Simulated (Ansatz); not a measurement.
Rows from a G0W0 calculation on Si2MoN4 (MoSi2N4 type monolayer) (Ansatz 0.2.0; G0W0 on PBEsol, plane waves, PAW; 6×6×1 mesh, 75 empty bands, screening to 25 eV), in eV. Spin-orbit coupling is left out.

```tsv
row	k	band	start	Σx	Σc at the solution	Vxc
A	Γ	v2	-7.804	-21.178	3.702	-17.305
B	(0.333, 0.333, 0.000)	c1	-3.638	-17.142	-2.769	-21.574
C	Γ	c1	-2.557	-15.179	-3.382	-20.207
D	(0.333, 0.333, 0.000)	v1	-5.780	-20.920	1.711	-20.026
E	(0.333, 0.333, 0.000)	c2	-1.216	-15.956	-4.582	-22.224
F	Γ	v1	-5.417	-20.966	1.750	-19.939
```

**Question.** Give the quasiparticle energies and the shift of each level.

The quasiparticle equation reads E = start + Σx + Σc(E) − Vxc.

```tsv
row	E (eV)	shift (eV)
A	-7.976	−0.171
B	-1.975	+1.663
C	-0.911	+1.646
D	-4.963	+0.817
E	0.469	+1.685
F	-4.695	+0.723
```

The gap over the computed points goes from 1.78 eV to 2.72 eV.

Limits: not at the basis limit; coarse mesh for a sheet; no spin-orbit coupling.

[Paths, hosts, dates, memory and timing lines, banners, echoed tables and standing remarks are left out of the program output.]

[Logs are printed without paths, hosts, clocks, repeated set-up lines and the standing remarks that a program may print on its own settings, such as how far it seeks lower states.]

[Runs of the session that timed out or met a known fault of the program may be left out.]

[Cells called generated may have been cut or substituted from an entry of the Crystallography Open Database or the Materials Project.]

[Hosts, paths, dates, database ids (printed as entryN), source tags and the programs' standing remarks are cut or masked in the printed files.]
